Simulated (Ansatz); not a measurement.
# Work function of W(110): what the settings cost and change, part 2 of 2

Aim: the work function of W(110) across levels of theory at one geometry.

Ansatz 0.2.0; plane-wave DFT, PBE, Ansatz PAW (the session's first sound run).

So far, work function, upper face (eV): step 2 (slab, setting PBE, Ansatz PAW (420 eV)) 4.90; step 5 (RPBE) 4.77; step 6 (r2SCAN) 4.98; step 7 (PBE JTH) 4.90; step 8 (PBE norm-conserving) 4.90.

### 9. Slab

This step: plane-wave DFT, LDA, norm-conserving (Ansatz 0.2.0).

The input, input.yaml:

```yaml
crystal:
  lattice:
    - [2.2344574285, -1.58, 0.0]
    - [2.2344574285, 1.58, 0.0]
    - [0.0, 0.0, 31.4067445713]
  atoms:
    - { symbol: W, position: [0.0, 0.0, 0.2865626515] }
    - { symbol: W, position: [0.5, 0.5, 0.3577084343] }
    - { symbol: W, position: [0.0, 0.0, 0.4288542172] }
    - { symbol: W, position: [0.5, 0.5, 0.5] }
    - { symbol: W, position: [0.0, 0.0, 0.5711457828] }
    - { symbol: W, position: [0.5, 0.5, 0.6422915657] }
    - { symbol: W, position: [0.0, 0.0, 0.7134373485] }
kpoints:
  mp_grid: { grid: [16, 16, 1] }
hamiltonian:
  xc: lda
  pseudopotentials: { kind: nc }
scf:
  occupations: { method: fermi_dirac, width: 0.1 }
  convergence: { dr2_threshold: 1.0e-09 }
efield:
  axis: 3
  dipole_correction: true
  ramp_position: 0.97
  ramp_width: 0.06
output:
  write_potential: true
  write_density: true
  volumetric_format: npy
```

The run is started by

```bash
$ ansatz run input.yaml --threads 4 --pin off --max-ram 6144MiB --backend cpu --events-out ev --progress --plain --runs-dir out
```

Log:

```text
[...]
Crystal: 7 atoms, lattice volume = 221.759 Å³
Basis set: ecut = 952.398519 eV, 14727 PW (Γ)
Bands: 59, of which v1, the nominal top of the filled ones, is band 49 counted from 1 (48 counted from 0)
Symmetry: 4 space group operations
k-points: 73 of 256
[...]
k-point 0: bands = [... 45 lower, 7.2475, 7.3036, 7.5087, 7.8019, 8.1220, 8.7246, 9.1034, 9.2742, ... 16 higher]
  k-point 1: bands = [... 45 lower, 7.1925, 7.4009, 7.5735, 7.6798, 8.2514, 8.5349, 8.9631, 9.2646, ... 16 higher]
  k-point 2: bands = [... 45 lower, 7.0639, 7.2003, 7.7237, 7.8993, 8.0744, 8.3834, 8.6627, 9.6340, ... 16 higher]
  k-point 72: bands = [... 45 lower, 8.8830, 8.8924, 9.6531, 9.7560, 9.7690, 9.9108, 10.3421, 10.3788, ... 16 higher]
[key lines of the parts left out:]
SCF converged after 9 iterations
Free energy (F): -14458.796559 eV
Fermi energy:    8.567996 eV
Dipole field:    D = -0.000002 V/Å  (p = -0.000002 e·Å, saw-weighted, corrected)
Work function:   Φ+ = 5.1728 eV   Φ− = 5.1727 eV
```

The job ended after 5.9 min (4 threads of Arm Neoverse N1, shared host; peak memory 3.5 GiB).

The work function is 5.173 eV, +0.273 eV from the run “PBE, Ansatz PAW (420 eV)”, at 4.0 times its CPU time.

### 10. Run, setting PBE, all layers relaxed

This step: plane-wave DFT, PBE, Ansatz PAW (Ansatz 0.2.0).

Changes to input.yaml since step 9:

```diff
@@ -16,4 +16,3 @@
 hamiltonian:
-  xc: lda
-  pseudopotentials: { kind: nc }
+  xc: pbe
 scf:
@@ -26,2 +25,5 @@
   ramp_width: 0.06
+relax:
+  f_tol: 0.01
+  max_steps: 40
 output:
```

Log:

```text
[...]
Crystal: 7 atoms, lattice volume = 221.759 Å³
Basis set: ecut = 420 eV, 4419 PW (Γ), exchange–correlation on 40×40×432 points (8 copies of the dense FFT grid, shifted against one another)
Bands: 59, of which v1, the nominal top of the filled ones, is band 49 counted from 1 (48 counted from 0)
Symmetry: 4 space group operations
k-points: 73 of 256
[...]
F+E_penalty+E_count = -72690.95534170 eV   max|allowed force component| = 2.155e-3 eV/Å
  atoms:
    - { symbol: W, position: [0, 0, 0.285965] }
    - { symbol: W, position: [0.5, 0.5, 0.355658] }
    - { symbol: W, position: [0, 0, 0.427924] }
    - { symbol: W, position: [0.5, 0.5, 0.500000] }
    - { symbol: W, position: [0, 0, 0.572076] }
    - { symbol: W, position: [0.5, 0.5, 0.644342] }
    - { symbol: W, position: [0, 0, 0.714035] }
[key lines of the parts left out:]
SCF converged after 8 iterations
Free energy (F): -72690.955342 eV
Fermi energy:    8.956265 eV
Dipole field:    D = -0.000000 V/Å  (p = -0.000000 e·Å, saw-weighted, corrected)
Work function:   Φ+ = 4.8395 eV   Φ− = 4.8395 eV
```

Elapsed: 4.4 min, on 4 threads; peak memory 1.1 GiB; 16 min of CPU time.

The relaxation took 4 steps and lowered the energy by 0.036 eV; the largest force on the free atoms ends at 0.0022 eV/Å.

The work function is 4.839 eV, -0.060 eV from the run “PBE, Ansatz PAW (420 eV)”, at 2.9 times its CPU time.

### 11. Run

This step: plane-wave DFT, PBE, fully relativistic PAW with spin-orbit coupling (Ansatz 0.2.0).

Changes to input.yaml since step 10:

```diff
@@ -17,2 +17,3 @@
   xc: pbe
+  pseudopotentials: { kind: paw_fr }
 scf:
@@ -25,5 +26,5 @@
   ramp_width: 0.06
-relax:
-  f_tol: 0.01
-  max_steps: 40
+magnetization:
+  noncollinear: true
+  spin_orbit: true
 output:
```

Log:

```text
[...]
non-collinear run that drives no moment, with spin-orbit: no starting moment large enough to seed its density (crystal.atoms[].spin), no starting occupations that ask for one, no magnetisation constraint and no magnetic field, so the semilocal B_xc is pinned to zero
Crystal: 7 atoms, lattice volume = 221.759 Å³
[...]
k-point 1: bands = [... 94 lower, 7.9188, 7.9188, 8.1447, 8.1447, 8.6556, 8.6556, 8.8174, 8.8174, ... 36 higher]
  k-point 2: bands = [... 94 lower, 7.9745, 7.9745, 8.3331, 8.3331, 8.4245, 8.4245, 8.6723, 8.6723, ... 36 higher]
  k-point 72: bands = [... 94 lower, 9.8069, 9.8069, 10.0925, 10.0925, 10.0936, 10.0936, 10.4973, 10.4973, ... 36 higher]
[key lines of the parts left out:]
SCF converged after 12 iterations
Magnetization: |M| = 0.0000 μB,  M = (+0.0000, +0.0000, +0.0000) μB
Free energy (F): -72863.559962 eV
Fermi energy:    8.914906 eV
Dipole field:    D = 0.000001 V/Å  (p = 0.000002 e·Å, saw-weighted, corrected)
Work function:   Φ+ = 4.9354 eV   Φ− = 4.9355 eV
```

Run time: 13 min. Hardware: 4 threads; peak memory 5.6 GiB; 50 min of CPU time.

The work function is 4.935 eV, +0.036 eV from the run “PBE, Ansatz PAW (420 eV)”, at 9.3 times its CPU time.

### 12. The series together

Times are for 4 threads of Arm Neoverse N1, shared host. Results by setting:

| no. | setting | work function, upper face (eV) | time | memory (GiB) |
| --- | --- | --- | --- | --- |
| 1 | PBE, Ansatz PAW (420 eV) | 4.900 | 95 s | 1.4 |
| 2 | LDA, Ansatz PAW (420 eV) | 5.171 | 98 s | 1.4 |
| 3 | PBEsol, Ansatz PAW (420 eV) | 5.005 | 1.7 min | 1.4 |
| 4 | RPBE, Ansatz PAW (420 eV) | 4.765 | 1.7 min | 1.4 |
| 5 | r2SCAN, Ansatz PAW (500 eV) | 4.977 | 3 min | 2.0 |
| 6 | PBE, JTH PAW (1290 eV) | 4.902 | 8.1 min | 6.2 |
| 7 | PBE, norm-conserving (1007 eV) | 4.902 | 6.9 min | 3.8 |
| 8 | LDA, norm-conserving (952 eV) | 5.173 | 5.9 min | 3.5 |
| 9 | PBE, all layers relaxed | 4.839 | 4.4 min | 1.1 |
| 10 | PBE with spin-orbit coupling (420 eV) | 4.935 | 13 min | 5.6 |

### 13. The same run with other settings

This step: plane-wave DFT, PBE, Ansatz PAW (Ansatz 0.2.0).

An input spoilt on purpose, to show how the run answers: it repeats the earlier run “PBE, Ansatz PAW (420 eV)” with efield.amplitude to 1.5, and scf.max_iter set to 75; its output block differs too.

Changes to input.yaml since step 11:

```diff
@@ -17,3 +17,2 @@
   xc: pbe
-  pseudopotentials: { kind: paw_fr }
 scf:
@@ -21,2 +20,3 @@
   convergence: { dr2_threshold: 1.0e-09 }
+  max_iter: 75
 efield:
@@ -26,5 +26,3 @@
   ramp_width: 0.06
-magnetization:
-  noncollinear: true
-  spin_orbit: true
+  amplitude: 1.5
 output:
```

Log:

```text
[...]
Crystal: 7 atoms, lattice volume = 221.759 Å³
Basis set: ecut = 420 eV, 4419 PW (Γ)
Bands: 59, of which v1, the nominal top of the filled ones, is band 49 counted from 1 (48 counted from 0)
Symmetry: 4 space group operations
k-points: 73 of 256
[...]
SCF iter   1: F=—  HF=-72696.594260 eV  |F-HF|=—  |Δ(HF+E_count)|=         —  Δρ=5.91e-2  dr2=2.82e2  ethr=3.10e-3  p=1.177 e·Å  D=9.61e-1 V/Å  ΔV_dip=-30.17 eV  dr2_dipole=1.57e2  V_vac-E_F(+/−)=15.45/6.89 eV  ⟨swp⟩=10.5  Hψ=22745  notcnv=0
[...]
SCF iter  14: F=-72691.683820 eV  HF=-72691.683820 eV  |F-HF|=2.91e-11  |Δ(HF+E_count)|=  6.40e-10  Δρ=1.43e-7  dr2=9.89e-11  ethr=1.02e-12  p=1.023 e·Å  D=8.35e-1 V/Å  ΔV_dip=-26.22 eV  dr2_dipole=5.91e-12  V_vac-E_F(+/−)=13.23/1.14 eV  ⟨swp⟩=13.5  Hψ=16566  notcnv=0
WARN: efield: at this solve's end the planar-averaged density reaches 1.94e-4 e/Å³ inside the ramp window [0.9382, 0.1363] (bound 1e-5 e/Å³); the window's nearer edge stands 4.72 Å from this solve's nearest atom along the axis. Its free energy, forces, stress, dipole, levels and responses can be off, and this figure does not tell by how much. The cell may have no vacuum along `efield.axis`. A short vacuum, a low `basis.ecutwfc` or `basis.ecutrho_ratio` and negative occupations (`scf.occupations.method`) can put density there. See the manual's quickstart, § The vacuum guard
SCF 1 converged in 14 iterations: F = -72691.683820 eV  dr2 = 9.89e-11
[...]
SCF converged after 14 iterations
Free energy (F): -72691.683820 eV
[...]
Internal energy: -72691.535366 eV  (E = F + TS)
E sigma→0 (E₀):  -72691.609593 eV
Entropy (-TS):   -0.148454 eV (-21.208 meV/atom)
Fermi energy:    8.811101 eV
Dipole field:    D = 0.834901 V/Å  (p = 1.023188 e·Å, saw-weighted, corrected)
Work function:   not extracted (applied field tilts the vacuum); planar V_es + V_field profile in the machine report
[...]
Vacuum region:   at the solve's end the planar-averaged density reaches 1.94e-4 e/Å³ inside the ramp window [0.9382, 0.1363] (bound 1e-5 e/Å³)
[...]
--- Band table (eV; the first three rows and the last of 73) ---
  k-point 0: bands = [... 45 lower, 7.5103, 7.5625, 7.7714, 7.9992, 8.3833, 8.8735, 9.3632, 9.4709, ... 16 higher]
  k-point 1: bands = [... 45 lower, 7.4512, 7.6544, 7.8007, 7.9169, 8.5055, 8.6926, 9.1827, 9.5261, ... 16 higher]
  k-point 2: bands = [... 45 lower, 7.3158, 7.4158, 7.9675, 8.1402, 8.2570, 8.6066, 8.9499, 9.8879, ... 16 higher]
  k-point 72: bands = [... 45 lower, 9.1456, 9.1640, 9.9427, 10.0016, 10.0018, 10.1751, 10.5167, 10.6832, ... 16 higher]
```

The job ended after 2.1 min (4 threads; peak memory 1.4 GiB; 7.9 min of CPU time).

In so strong a field the program warns of density in the ramp of the sawtooth; these numbers are not the system's.

### 14. Summary of results

| Item | Value |
| --- | --- |
| work function, PBE, Ansatz PAW (420 eV) | 4.900 eV |
| work function, LDA, Ansatz PAW (420 eV) | 5.171 eV |
| work function, RPBE, Ansatz PAW (420 eV) | 4.765 eV |
| work function, r2SCAN, Ansatz PAW (500 eV) | 4.977 eV |
| work function, LDA, norm-conserving (952 eV) | 5.173 eV |
| work function, PBE, all layers relaxed | 4.839 eV |
| work function, PBE with spin-orbit coupling (420 eV) | 4.935 eV |

What this shows: PBE on the default files gives 4.90 eV, and the settings tried spread the value from 4.77 to 5.17 eV. At one geometry LDA lies 0.27 eV above PBE. The choice of pseudopotentials moves the PBE value by 0.002 eV. Relaxing the layers changes it by -0.060 eV. Spin-orbit coupling, on the fully relativistic files, changes it by +0.04 eV. The ladder's slabs use the tabulated experimental lattice constant (two decimals; a low-temperature value for the alkali metals).

Calculation against experiment:

| quantity | measured | PBE, Ansatz PAW (420 eV) | RPBE, Ansatz PAW (420 eV) | r2SCAN, Ansatz PAW (500 eV) | LDA, norm-conserving (952 eV) | PBE, all layers relaxed | PBE with spin-orbit coupling (420 eV) |
| --- | --- | --- | --- | --- | --- | --- | --- |
| work function (clean (110) face, a compiled value) (eV) | 5.25 | 4.90 (-0.35 eV) | 4.77 (-0.48 eV) | 4.98 (-0.27 eV) | 5.17 (-0.08 eV) | 4.84 (-0.41 eV) | 4.94 (-0.31 eV) |

Measured values from arxiv:1902.07811 (2019).

How well it matches: For the work function, of the levels listed nearest comes LDA, norm-conserving (952 eV) (-0.08 eV, good agreement) and farthest RPBE, Ansatz PAW (420 eV) (-0.48 eV, a clear miss).

[Long decimals in the printed logs are rounded to 6 places.]

[Logs are printed without paths, hosts, clocks, repeated set-up lines and the standing remarks that a program may print on its own settings, such as how far it seeks lower states.]

[Hosts, paths, dates, database ids (printed as entryN), source tags and the programs' standing remarks are cut or masked in the printed files.]

[Maps of the electrostatic potential energy from Ansatz leave out the sawtooth potential of an applied field or a dipole correction, so their vacuum need not be flat; planar profiles and work functions include it.]
